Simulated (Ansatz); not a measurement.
# H on Nb(110): change of the work function, part 4 of 4

Aim: the work function of Nb(110) at several coverages of H (hollow site), and the dipole that each adsorbate carries.

Ansatz 0.2.0; plane-wave DFT, PBE, Ansatz PAW.

So far, work function, upper face (eV): step 2 (the clean slab) 4.49; step 3 (37 atoms, coverage 0.111 ML, cell 3x3) 4.48; step 4 (17 atoms, coverage 0.25 ML, cell 2x2) 4.42; step 5 (18 atoms, coverage 0.5 ML, cell 2x2) 4.41.

## Step 6: Adsorbate added, k-mesh 12×12×1, coverage 1 ML

System of this step: Nb4H (H/Nb(110)). The cell holds 5 atoms: 4 Nb and 1 H. Cell: a = 2.858 Å, b = 2.858 Å, c = 26.178 Å, α = 90.0°, β = 90.0°, γ = 70.5°. Vacuum lies along c.

Another coverage, to see how the dipoles act on each other as their distance changes.

The input, input.yaml:

```yaml
crystal:
  lattice:
    - [2.3334523779, -1.65, 0.0]
    - [2.3334523779, 1.65, 0.0]
    - [0.0, 0.0, 26.1780093362]
  atoms:
    - { symbol: Nb, position: [0.0, 0.0, 0.3438000149] }
    - { symbol: Nb, position: [0.5, 0.5, 0.4329378996] }
    - { symbol: Nb, position: [0.0, 0.0, 0.5231902554] }
    - { symbol: Nb, position: [0.5, 0.5, 0.60916115] }
    - { symbol: H, position: [0.84, 0.84, 0.6561999851] }
kpoints:
  mp_grid: { grid: [12, 12, 1] }
hamiltonian:
  xc: pbe
scf:
  occupations: { method: fermi_dirac, width: 0.1 }
  convergence: { dr2_threshold: 1.0e-08 }
efield:
  axis: 3
  dipole_correction: true
  ramp_position: 0.97
  ramp_width: 0.06
relax:
  f_tol: 0.02
  max_steps: 60
  constraints: [{ sites: [0, 1] }]
output:
  write_potential: true
  write_density: true
  volumetric_format: npy
```

On the command line:

```
$ ansatz run input.yaml --threads 4 --pin off --max-ram 16384MiB --backend cpu --events-out ev --progress --plain --runs-dir out
```

What it wrote:

```text
[...]
Crystal: 5 atoms, lattice volume = 201.581 Å³
Basis set: ecut = 420 eV, 3961 PW (Γ), exchange–correlation on 40×40×360 points (8 copies of the dense FFT grid, shifted against one another)
Bands: 32, of which v1, the nominal top of the filled ones, is band 27 counted from 1 (26 counted from 0)
Symmetry: 2 space group operations
[...]
F+E_penalty+E_count = -18223.96739666 eV   max|allowed force component| = 1.302e-2 eV/Å
  atoms:
    - { symbol: Nb, position: [0.0, 0.0, 0.3438000149] }
    - { symbol: Nb, position: [0.500000, 0.500000, 0.432938] }
    - { symbol: Nb, position: [0.00135281, 0.00135281, 0.522426] }
    - { symbol: Nb, position: [0.509259, 0.509259, 0.612095] }
    - { symbol: H, position: [0.876192, 0.876192, 0.651432] }
[key lines of the parts left out:]
SCF converged after 7 iterations
Free energy (F): -18223.967397 eV
Fermi energy:    3.709008 eV
Dipole field:    D = 0.004813 V/Å  (p = 0.005361 e·Å, saw-weighted, corrected)
Work function:   Φ+ = 4.4219 eV   Φ− = 4.5479 eV
```

Wall time 36 s (4 threads of Arm Neoverse V1, shared host); peak memory 0.58 GiB; 2.3 min of CPU time.

Step by step:

| step | energy less that of the first step (eV) | largest force component (eV/Å) |
| --- | --- | --- |
| 1 | 0.0000 | 0.9174 |
| 2 | -0.0493 | 0.7010 |
| 3 | -0.0833 | 0.2107 |
| 4 | -0.0898 | 0.0443 |
| 5 | -0.0901 | 0.0130 |

Forces are held to the 2 operations that the program found; a distortion that breaks them can't arise in this run.

The atoms that moved most (Å):

| atom | dx | dy | dz | length |
| --- | --- | --- | --- | --- |
| H5 | 0.169 | 0.000 | -0.125 | 0.210 |
| Nb4 | 0.043 | 0.000 | 0.077 | 0.088 |
| Nb3 | 0.006 | 0.000 | -0.020 | 0.021 |

The relaxed structure:

```xyz
5
Lattice="2.3335 -1.6500 0.0000 2.3335 1.6500 0.0000 0.0000 0.0000 26.1780" Properties=species:S:1:pos:R:3
Nb    0.0000    0.0000    9.0000
Nb    2.3335    0.0000   11.3335
Nb    0.0063    0.0000   13.6761
Nb    2.3767    0.0000   16.0234
H     4.0891    0.0000   17.0532
```

Running mean over 2.333 Å of the planar mean; the ramp of the sawtooth is left out. Table of electron's electrostatic potential energy less the Fermi level by z:

z (Å), electron's electrostatic potential energy less the Fermi level (eV) and a bar from the least value:
```
      3.5        4.5 ##############################
      4.0        4.5 ##############################
      4.5        4.5 ##############################
      5.0        4.5 ##############################
      5.5        4.5 ##############################
      6.0        4.4 ##############################
      6.5        4.0 #############################
      7.0        2.8 ###########################
      7.5       -0.5 #####################
      8.0       -5.9 ###########
      8.5       -9.9 ###
      9.0      -11.1 #
      9.5      -11.1 #
     10.0      -11.0 #
     10.5      -10.9 #
     11.0      -10.9 #
     11.5      -10.9 #
     12.0      -10.9 #
     12.5      -10.9 #
     13.0      -10.9 #
     13.5      -10.9 #
     14.0      -10.8 #
     14.5      -10.8 #
     15.0      -10.8 #
     15.5      -11.0 #
     16.0      -11.6 
     16.5      -10.8 #
     17.0       -7.0 #########
     17.5       -1.6 ###################
     18.0        2.0 #########################
     18.5        3.7 ############################
     19.0        4.2 #############################
     19.5        4.4 ##############################
     20.0        4.4 ##############################
     20.5        4.4 ##############################
     21.0        4.4 ##############################
     21.5        4.4 ##############################
     22.0        4.4 ##############################
     22.5        4.4 ##############################
     23.0        4.4 ##############################
```

The relaxation took 5 steps and lowered the energy by 0.090 eV; the largest force on the free atoms ends at 0.013 eV/Å.

The covered face has 4.42 eV, -0.07 eV against the clean one; the bare back face has moved by +0.02 eV, a measure of how thin the slab is.

## Step 7: Work function against coverage

This step: plane-wave DFT, PBE, Ansatz PAW; work function against coverage (Ansatz 0.2.0).

The runs are now put side by side.

Numbers from this step:

```yaml
work_function_of_the_clean_face: 4.492 eV
largest_change_of_the_work_function: -0.08252 eV
```

Work function of the covered face against coverage:

| coverage (adsorbates/nm²) | work function of the covered face (eV) |
| --- | --- |
| 0.00 | 4.49 |
| 1.44 | 4.48 |
| 3.25 | 4.42 |
| 6.49 | 4.41 |
| 12.99 | 4.42 |

The dipole per adsorbate comes from the change of the cell's dipole. Coverage, by row:

| coverage (1/nm²) | coverage (ML) | work function (eV) | change (eV) | dipole per adsorbate, positive end outwards (debye) | mean height of the added atoms over the highest substrate atom (Å) |
| --- | --- | --- | --- | --- | --- |
| 1.443 | 0.1111 | 4.478 | -0.01451 | 0.026 | 1.048 |
| 3.247 | 0.25 | 4.417 | -0.0749 | 0.06 | 1.062 |
| 6.493 | 0.5 | 4.41 | -0.08252 | 0.034 | 1.049 |
| 12.99 | 1 | 4.422 | -0.07043 | 0.018 | 1.03 |

## Step 8: Results

```
work function of the clean face                        : 4.49 eV
work function at 0.11 ML                               : 4.48 eV
work function at 0.25 ML                               : 4.42 eV
work function at 0.5 ML                                : 4.41 eV
work function at 1 ML                                  : 4.42 eV
dipole per adsorbate at 0.11 ML, positive end outwards : 0.03 D
```

H changes the work function of Nb(110) by less than 0.15 eV at every coverage run, which is within the error of so thin a slab. The slab has 4 layers, at the tabulated experimental lattice constant, one starting site was run, and quantum-size effects of a slab this thin can reach one or two tenths of an eV.

[Long decimals in the printed logs are rounded to 6 places.]

[Logs are printed without paths, hosts, clocks, repeated set-up lines and the standing remarks that a program may print on its own settings, such as how far it seeks lower states.]

[Hosts, paths, dates, database ids (printed as entryN), source tags and the programs' standing remarks are cut or masked in the printed files.]

[Maps of the electrostatic potential energy from Ansatz leave out the sawtooth potential of an applied field or a dipole correction, so their vacuum need not be flat; planar profiles and work functions include it.]
